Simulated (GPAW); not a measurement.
## O K-edge XANES of Al2O3 (Corundum, R-3c)

What does one-electron theory with a core hole give for the O K edge of Al2O3 (Corundum, R-3c)?

Method: X-ray absorption from dipole matrix elements to empty bands, plane-wave PAW PBE, in GPAW 26.7.0.

## (1) Starting point

It takes space group R-3c (No. 167, trigonal). Conventional cell: a = 4.760 Å, b = 4.760 Å, c = 12.996 Å, α = 90.00°, β = 90.00°, γ = 120.00°. Nearest to Al lie 6 O at 1.85 to 1.97 Å. Nearest to O lie 4 Al at 1.85 to 1.97 Å. Farther neighbours and most contacts between anions are not listed.

Structure file:

```cif
data_structure
_symmetry_space_group_name_H-M 'P 1'
_symmetry_Int_Tables_number 1
_cell_length_a 5.1302
_cell_length_b 5.1302
_cell_length_c 5.1302
_cell_angle_alpha 55.287
_cell_angle_beta 55.287
_cell_angle_gamma 55.287
_cell_volume 85.02
loop_
_atom_site_label
_atom_site_type_symbol
_atom_site_fract_x
_atom_site_fract_y
_atom_site_fract_z
_atom_site_occupancy
Al1 Al 0.85216 0.85216 0.85216 1
Al2 Al 0.64784 0.64784 0.64784 1
Al3 Al 0.14784 0.14784 0.14784 1
Al4 Al 0.35216 0.35216 0.35216 1
O5 O 0.05668 0.75000 0.44332 1
O6 O 0.75000 0.44332 0.05668 1
O7 O 0.44332 0.05668 0.75000 1
O8 O 0.94332 0.25000 0.55668 1
O9 O 0.25000 0.55668 0.94332 1
O10 O 0.55668 0.94332 0.25000 1
```

## (2) The field without a hole

A plain self-consistent run shows whether there is a gap, which decides the set-up of the core-hole run.

scf.py

```python
import numpy as np
from ase import Atoms
from ase.parallel import parprint, paropen
from gpaw import GPAW, PW, FermiDirac, Mixer, MixerDif, setup_paths
from gpaw.test import gen
setup_paths.insert(0, '.')
gen('O', name='nch1s', xcname='PBE', corehole=(1, 0, 0), write_xml=True)

atoms = Atoms('Al4O6',
    cell=[[2.38025, 1.37423798, 4.33186667],
     [-2.38025, 1.37423798, 4.33186667],
     [0, -2.74847596, 4.33186667]],
    scaled_positions=[[0.85216, 0.85216, 0.85216],
     [0.64784, 0.64784, 0.64784],
     [0.14784, 0.14784, 0.14784],
     [0.35216, 0.35216, 0.35216],
     [0.05668, 0.75, 0.44332],
     [0.75, 0.44332, 0.05668],
     [0.44332, 0.05668, 0.75],
     [0.94332, 0.25, 0.55668],
     [0.25, 0.55668, 0.94332],
     [0.55668, 0.94332, 0.25]],
    pbc=True)
atoms.calc = calc = GPAW(legacy_gpaw=True, mode=PW(500), xc='PBE', setups={4: 'nch1s'},
    kpts={'size': (6, 6, 6), 'gamma': True}, occupations=FermiDirac(0.05),
    charge=0, mixer=Mixer(0.1, 5, 50), maxiter=150,
    convergence={'density': 0.0001}, txt='scf.txt')
energy = atoms.get_potential_energy() + calc.get_reference_energy()
ef = calc.get_fermi_level()
out = dict(energy=energy, fermi=ef, forces=atoms.get_forces().tolist())
parprint(f'all-electron energy {energy:.4f} eV, Fermi level {ef:.4f} eV')
ev = np.array([[calc.get_eigenvalues(k, s) for k in range(len(calc.get_ibz_k_points()))] for s in range(calc.get_number_of_spins())])
out['homo'], out['lumo'], out['counts'] = ev[ev < ef].max(), ev[ev > ef].min(), sorted(set((ev < ef).sum((0, 2)).tolist()))
out['filled'] = (ev[:, 0] < ef).sum(1).tolist()
import json
with paropen('out.json', 'w') as f:
    json.dump(out, f)
```

Run with:

```console
$ OMP_NUM_THREADS=1 python scf.py
```

Numbers of over 12 decimals in the logs are rounded to 6 here.

Log:

```text
Input parameters:
  convergence: {density: 0.0001}
  kpts: {gamma: True,
         size: (6, 6, 6)}
  maxiter: 150
  mixer: {backend: pulay,
          beta: 0.1,
          method: separate,
          nmaxold: 5,
          weight: 50}
  mode: {ecut: 500.0,
         name: pw}
  occupations: {fixmagmom: False,
                name: fermi-dirac,
                width: 0.05}
  setups: {4: nch1s}
  xc: PBE

Initialize ...

[... PAW data sets ...]

Reference energy: -38658.806980  # eV

Spin-paired calculation

[... convergence settings ...]
Symmetries present (total): 1
  [... symmetry matrices ...]

216 k-points: 6 x 6 x 6 Monkhorst-Pack grid + [1/12,1/12,1/12]
112 k-points in the irreducible part of the Brillouin zone
       k-points in crystal coordinates                weights
   0:     0.00000000    0.00000000    0.00000000          1/216
   1:     0.00000000    0.00000000    0.16666667          2/216
   2:     0.00000000    0.00000000    0.33333333          2/216
   3:     0.00000000    0.00000000    0.50000000          1/216
   4:     0.00000000    0.16666667   -0.33333333          2/216
   5:     0.00000000    0.16666667   -0.16666667          2/216
   6:     0.00000000    0.16666667    0.00000000          2/216
   7:     0.00000000    0.16666667    0.16666667          2/216
   8:     0.00000000    0.16666667    0.33333333          2/216
   9:     0.00000000    0.16666667    0.50000000          2/216
          ...
 111:     0.50000000    0.50000000    0.50000000          1/216

Wave functions: Plane wave expansion
  Cutoff energy: 500.000 eV
  Number of coefficients (min, max): 2140, 2175
  Pulay-stress correction: 0.000000 eV/Ang^3 (de/decut=0.000000)
  Using FFTW library
  Wavefunction extrapolation:
    Improved wavefunction reuse through dual PAW basis

Occupation numbers: Fermi-Dirac:
  width: 0.0500  # eV

Eigensolver
   Davidson(niter=2)

Densities:
  Coarse grid: 27*27*27 grid
  Fine grid: 54*54*54 grid
  Total Charge: 0.000000

Density mixing:
  Method: separate
  Backend: pulay
  Linear mixing parameter: 0.1
  old densities: 5
  Width of damping distribution: 1.1
  Damping of long wavelength oscillations: 50

[... Hamiltonian set-up ...]
Number of atoms: 10
Number of atomic orbitals: 40
Number of bands in calculation: 33
Number of valence electrons: 48
Bands to converge: occupied

... initialized

Initializing position-dependent things.

Density initialized from atomic densities
Creating initial wave functions:
  33 bands from LCAO basis set

            Al

           OAl
                O
         O     O
        O
            AO

            Al

Atomic positions and initial magnetic moments

Positions:
   0 Al     0.000000    0.000000   11.074331    ( 0.0000,  0.0000,  0.0000)
   1 Al    -0.000000   -0.000000    8.419070    ( 0.0000,  0.0000,  0.0000)
   2 Al    -0.000000   -0.000000    1.921270    ( 0.0000,  0.0000,  0.0000)
   3 Al    -0.000000   -0.000000    4.576530    ( 0.0000,  0.0000,  0.0000)
   4 O     -1.650275   -0.109884    5.414833    ( 0.0000,  0.0000,  0.0000)
   5 O      0.729975    1.484122    5.414833    ( 0.0000,  0.0000,  0.0000)
   6 O      0.920300   -1.374238    5.414833    ( 0.0000,  0.0000,  0.0000)
   7 O      1.650275    0.109884    7.580767    ( 0.0000,  0.0000,  0.0000)
   8 O     -0.729975   -1.484122    7.580767    ( 0.0000,  0.0000,  0.0000)
   9 O     -0.920300    1.374238    7.580767    ( 0.0000,  0.0000,  0.0000)

Unit cell:
           periodic     x           y           z      points  spacing
  1. axis:    yes    2.380250    1.374238    4.331867    27     0.1455
  2. axis:    yes   -2.380250    1.374238    4.331867    27     0.1455
  3. axis:    yes    0.000000   -2.748476    4.331867    27     0.1455

  Lengths:   5.130223   5.130223   5.130223
  Angles:   55.286671  55.286671  55.286671

Effective grid spacing dv^(1/3) = 0.1629

iter:   1   -79.325764
iter:   2   -76.271698   -1.47  -0.76
iter:   3   -72.878942   -1.02  -0.86
iter:   4   -73.320597   -1.58  -1.22
iter:   5   -73.082417   -1.84  -1.54
iter:   6   -73.078228   -4.05  -2.50
iter:   7   -73.078033c  -4.18  -2.73
iter:   8   -73.080494c  -3.83  -2.92
iter:   9   -73.079860c  -3.51  -2.60
iter:  10   -73.077718c  -4.29  -2.65
iter:  11   -73.077717c  -5.78  -3.85
iter:  12   -73.077716c  -7.19  -4.21c
iter:  13   -73.077718c  -6.82  -4.39c
iter:  14   -73.077716c  -7.49c -4.13c

Converged after 14 iterations.

Dipole moment: (-0.000000, -0.000000, -0.000001) |e|*Ang

Energy contributions relative to reference atoms: (reference = -38658.806980)

Kinetic:        +73.185722
Potential:      -60.025238
External:        +0.000000
XC:             -86.393875
Entropy (-ST):   -0.000000
Local:           +0.155674
SIC:             +0.000000
--------------------------
Free energy:    -73.077716
Extrapolated:   -73.077716

Showing only first 2 kpts
 Kpt  Band  Eigenvalues  Occupancy
  0    22      6.23551    2.00000
  0    23      6.27997    2.00000
  0    24     12.46375    0.00000
  0    25     15.40649    0.00000

  1    22      6.19203    2.00000
  1    23      6.23583    2.00000
  1    24     13.09849    0.00000
  1    25     15.91822    0.00000

Fermi level: 7.69439

Gap: 6.184 eV
Transition (v -> c):
  (s=0, k=0, n=23, [0.00, 0.00, 0.00]) -> (s=0, k=0, n=24, [0.00, 0.00, 0.00])
No difference between direct/indirect transitions

Forces in eV/Ang:
  0 Al    0.00009   -0.00003   -0.05573
  1 Al    0.00009    0.00003    0.05573
  2 Al   -0.00009    0.00003    0.05573
  3 Al   -0.00009   -0.00003   -0.05573
  4 O    -0.03866   -0.06751   -0.00004
  5 O    -0.03884    0.06740    0.00004
  6 O     0.07804    0.00011   -0.00000
  7 O     0.03866    0.06750    0.00004
  8 O     0.03884   -0.06740   -0.00004
  9 O    -0.07804   -0.00011    0.00000
Scalar-relativistic atomic PBE calculation for O (Oxygen, Z=8)
Core hole in 1s state (1s occupation: 2.0)
300 radial gridpoints.
|------------------------------------------------|
|------------------------------------------------|
[... the atom generator's iteration count ...]

Energy contributions:
-------------------------
Kinetic:      +74.889487
XC:            -8.275248
Potential:   -141.614183
-------------------------
Total:        -74.999944

state      eigenvalue         ekin         rmax
-----------------------------------------------
1s^2.0 :   -18.913699    29.145489        0.129
2s^2.0 :    -0.880545     3.220963        0.871
2p^4.0 :    -0.331818     2.539146        0.819
-----------------------------------------------
(units: Bohr and Hartree)

Generating PAW setup
Kinetic energy of the core from tauc = 58.337696
Cutoffs:
rc(s)=1.300
rc(p)=1.130
rc(d)=1.170
rc(vbar)=1.300
rc(comp)=1.260
rc(nct)=1.300

Kinetic energy of the core states: 58.290978
Charge: 0.0
Core electrons: 2.0
Valence electrons: 6.0
Pseudo-core charge: 0.000736
Shape function alpha=6.299
Pseudo-electron charge 5.680117
state    eigenvalue         norm
--------------------------------
2s(2) :    -0.880545     1.081993
*s    :     0.119455
2p(4) :    -0.331818     0.878848
*p    :     0.668182
*d    :     0.000000
--------------------------------

Diagonalizing with gridspacing h=0.050

state   all-electron     PAW
-------------------------------
2s:      -0.880545    -0.881653
2p:      -0.331818    -0.335594
*d:                    0.049820
*f:                    0.077145
-------------------------------
all-electron energy -38731.8847 eV, Fermi level 7.6944 eV
```

Wall time 3.7 min (1 thread of Arm Neoverse V2, shared host); peak memory 0.42 GiB.

The mesh shows a gap of 6.18 eV, so the hole is first treated in a charged cell, without the excited electron.

## (3) Spectrum without a core hole, 

This cheap baseline ignores the attraction of the hole: it shows the absorber's empty states as they are in the ground state. The data set with a hole of occupation 0 only carries the core orbital.

xas.py

```python
import numpy as np
from ase import Atoms
from ase.parallel import parprint, paropen
from gpaw import GPAW, PW, FermiDirac, Mixer, MixerDif, setup_paths
from gpaw.test import gen
setup_paths.insert(0, '.')
gen('O', name='nch1s', xcname='PBE', corehole=(1, 0, 0), write_xml=True)

atoms = Atoms('Al4O6',
    cell=[[2.38025, 1.37423798, 4.33186667],
     [-2.38025, 1.37423798, 4.33186667],
     [0, -2.74847596, 4.33186667]],
    scaled_positions=[[0.85216, 0.85216, 0.85216],
     [0.64784, 0.64784, 0.64784],
     [0.14784, 0.14784, 0.14784],
     [0.35216, 0.35216, 0.35216],
     [0.05668, 0.75, 0.44332],
     [0.75, 0.44332, 0.05668],
     [0.44332, 0.05668, 0.75],
     [0.94332, 0.25, 0.55668],
     [0.25, 0.55668, 0.94332],
     [0.55668, 0.94332, 0.25]],
    pbc=True)
atoms.calc = calc = GPAW(legacy_gpaw=True, mode=PW(500), xc='PBE', setups={4: 'nch1s'},
    kpts={'size': (6, 6, 6), 'gamma': True}, occupations=FermiDirac(0.02),
    charge=0, mixer=Mixer(0.1, 5, 50), maxiter=150,
    convergence={'density': 0.0001}, txt='scf.txt')
energy = atoms.get_potential_energy() + calc.get_reference_energy()
ef = calc.get_fermi_level()
out = dict(energy=energy, fermi=ef, forces=atoms.get_forces().tolist())
parprint(f'all-electron energy {energy:.4f} eV, Fermi level {ef:.4f} eV')
ev = np.array([[calc.get_eigenvalues(k, s) for k in range(len(calc.get_ibz_k_points()))] for s in range(calc.get_number_of_spins())])
out['homo'], out['lumo'], out['counts'] = ev[ev < ef].max(), ev[ev > ef].min(), sorted(set((ev < ef).sum((0, 2)).tolist()))
out['filled'] = (ev[:, 0] < ef).sum(1).tolist()

from gpaw.xas import XAS
nb = int(calc.get_number_of_electrons() / 2) + 54
top, nb = nb, nb + 8 + nb // 12
nscf = calc.fixed_density(kpts={'size': (6, 6, 6), 'gamma': True}, nbands=nb,
    convergence={'bands': top, 'eigenstates': 1e-5}, maxiter=60, txt='nscf.txt')
cell = atoms.cell.array
ops = [cell.T @ U.T @ np.linalg.inv(cell.T) for U in nscf.wfs.kd.symmetry.op_scc]
filled = [24]  # bands filled in the ground state, by spin
E = np.arange(-25, 34, 0.1)
fwhm = np.interp(E, [4, 25], [0.9, 3.5])
Y, X, zero, highest = 0, 0, 1e9, 1e9
for spin in range(nscf.get_number_of_spins()):
    xas = XAS(nscf, mode='all', center=4, spin=spin)
    eps = xas.eps_kn
    d = xas.sigma_cmkn  # core-to-band dipole matrix elements, k weights included
    T = np.einsum('amkn,bmkn->abkn', d, d.conj()).real
    T = sum(np.einsum('ai,ijkn,bj->abkn', R, T, R) for R in ops) / len(ops)
    empty = np.ones_like(eps, bool) & (np.arange(nb) >= filled[spin])
    zero, highest = min(zero, eps[empty].min()), min(highest, eps[:, top - 1].min())
    lines = [(eps, T, empty)] if spin == 0 else lines + [(eps, T, empty)]
for eps, T, empty in lines:
    f = np.einsum('aakn->akn', T).reshape(3, -1)
    x = eps.ravel() - zero
    w = np.interp(x, E, fwhm) / 2.35482
    g = np.exp(-0.5 * ((E[:, None] - x) / w) ** 2) / (w * (2 * np.pi) ** 0.5)
    Y = Y + (f * empty.ravel()) @ g.T
    X = X + (f * ~empty.ravel()) @ g.T
out.update(E=E.round(2).tolist(), xas=Y.tolist(), xes=X.tolist(), zero=zero, valid=highest - zero, nk=len(eps), nb=nb)
for i in range(0, len(E), 10):
    parprint(f'{E[i]:7.2f}', *(f'{v:10.3e}' for v in Y[:, i]))
import json
with paropen('out.json', 'w') as f:
    json.dump(out, f)
```

Run with:

```console
$ OMP_NUM_THREADS=1 python xas.py
```

Log:

```text
Input parameters:
  convergence: {density: 0.0001}
  kpts: {gamma: True,
         size: (6, 6, 6)}
  maxiter: 150
  mixer: {backend: pulay,
          beta: 0.1,
          method: separate,
          nmaxold: 5,
          weight: 50}
  mode: {ecut: 500.0,
         name: pw}
  occupations: {fixmagmom: False,
                name: fermi-dirac,
                width: 0.02}
  setups: {4: nch1s}
  xc: PBE

Initialize ...

[...]
3. axis:    yes    0.000000   -2.748476    4.331867    27     0.1455

  Lengths:   5.130223   5.130223   5.130223
  Angles:   55.286671  55.286671  55.286671

Effective grid spacing dv^(1/3) = 0.1629

iter:   1   -73.068871   +2.92       c
iter:   2   -73.077629   +1.39       c
iter:   3   -73.077714c  +0.28       c
iter:   4   -73.077716c  -0.65       c
iter:   5   -73.077716c  -1.52       c
iter:   6   -73.077716c  -2.40       c

|------------------------------------------------|
[key lines of the parts left out:]
Converged after 14 iterations.
Dipole moment: (-0.000000, -0.000000, -0.000001) |e|*Ang
Free energy:    -73.077716
Fermi level: 7.54439
```

Elapsed: 8.8 min, on 1 thread; peak memory 0.87 GiB.

The run was cut off at its time limit.

The time allowed ran out, so this step gives no result.

## (4) Cell without a hole, the energy reference

The photon energy needs a difference of total energies, so the cell and mesh of the coming hole run are first run without a hole.

This run holds the same structure in another cell (a 5.130 → 4.760 Å, b 5.130 → 4.760 Å, α 55.3 → 117.6°, β 55.3 → 90.0°, γ 55.3 → 60.0°).

Edit scf.py of step 2 so:

```diff
@@ -9,18 +9,18 @@
 atoms = Atoms('Al4O6',
-    cell=[[2.38025, 1.37423798, 4.33186667],
-     [-2.38025, 1.37423798, 4.33186667],
-     [0, -2.74847596, 4.33186667]],
-    scaled_positions=[[0.85216, 0.85216, 0.85216],
-     [0.64784, 0.64784, 0.64784],
-     [0.14784, 0.14784, 0.14784],
-     [0.35216, 0.35216, 0.35216],
-     [0.05668, 0.75, 0.44332],
-     [0.75, 0.44332, 0.05668],
-     [0.44332, 0.05668, 0.75],
-     [0.94332, 0.25, 0.55668],
-     [0.25, 0.55668, 0.94332],
-     [0.55668, 0.94332, 0.25]],
+    cell=[[-2.38025, 4.12271393, 0],
+     [2.38025, 4.12271393, 0],
+     [-2.38025, -1.37423798, -4.33186667]],
+    scaled_positions=[[0.85216, 0.29568, 0.44352],
+     [0.64784, 0.70432, 0.05648],
+     [0.14784, 0.70432, 0.55648],
+     [0.35216, 0.29568, 0.94352],
+     [0.75, 0.80668, 0.75],
+     [0.44332, 0.5, 0.75],
+     [0.05668, 0.19332, 0.75],
+     [0.25, 0.19332, 0.25],
+     [0.55668, 0.5, 0.25],
+     [0.94332, 0.80668, 0.25]],
     pbc=True)
 atoms.calc = calc = GPAW(legacy_gpaw=True, mode=PW(500), xc='PBE', setups={4: 'nch1s'},
-    kpts={'size': (6, 6, 6), 'gamma': True}, occupations=FermiDirac(0.05),
+    kpts={'size': (5, 5, 5), 'gamma': True}, occupations=FermiDirac(0.02),
     charge=0, mixer=Mixer(0.1, 5, 50), maxiter=150,
```

Run with:

```console
$ OMP_NUM_THREADS=1 python scf.py
```

Log:

```text
Input parameters:
  convergence: {density: 0.0001}
  kpts: {gamma: True,
         size: (5, 5, 5)}
  maxiter: 150
  mixer: {backend: pulay,
          beta: 0.1,
          method: separate,
          nmaxold: 5,
          weight: 50}
  mode: {ecut: 500.0,
         name: pw}
  occupations: {fixmagmom: False,
                name: fermi-dirac,
                width: 0.02}
  setups: {4: nch1s}
  xc: PBE

Initialize ...

[...]
--------------------------------
2s(2) :    -0.880545     1.081993
*s    :     0.119455
2p(4) :    -0.331818     0.878848
*p    :     0.668182
*d    :     0.000000
--------------------------------

Diagonalizing with gridspacing h=0.050

state   all-electron     PAW
-------------------------------
2s:      -0.880545    -0.881653
2p:      -0.331818    -0.335594
*d:                    0.049820
*f:                    0.077145
-------------------------------
all-electron energy -38731.8862 eV, Fermi level 7.5446 eV
[key lines of the parts left out:]
Converged after 14 iterations.
Dipole moment: (0.000000, 0.000000, -0.000000) |e|*Ang
Free energy:    -73.079203
Fermi level: 7.54461
```

Wall time 1.7 min (1 thread); peak memory 0.31 GiB.

Reference energy: -38731.886 eV with the cores included.

[end of part 1 of 2]

[Banner, clock and machine lines of the logs are left out without a mark of their own.]

[Logs are printed without paths, hosts, clocks, repeated set-up lines and the standing remarks that a program may print on its own settings, such as how far it seeks lower states.]

[Hosts, paths, dates, database ids (printed as entryN), source tags and the programs' standing remarks are cut or masked in the printed files.]

[Lists of maxima count a maximum above −3 eV only where it reaches 4 % of the highest in the window and stands out from its surroundings by 2 % of it (1.5 % where it reaches 55 %); shoulders and weaker maxima are passed over, and of the rest the first, up to two pre-edge ones and the few strongest are named.]
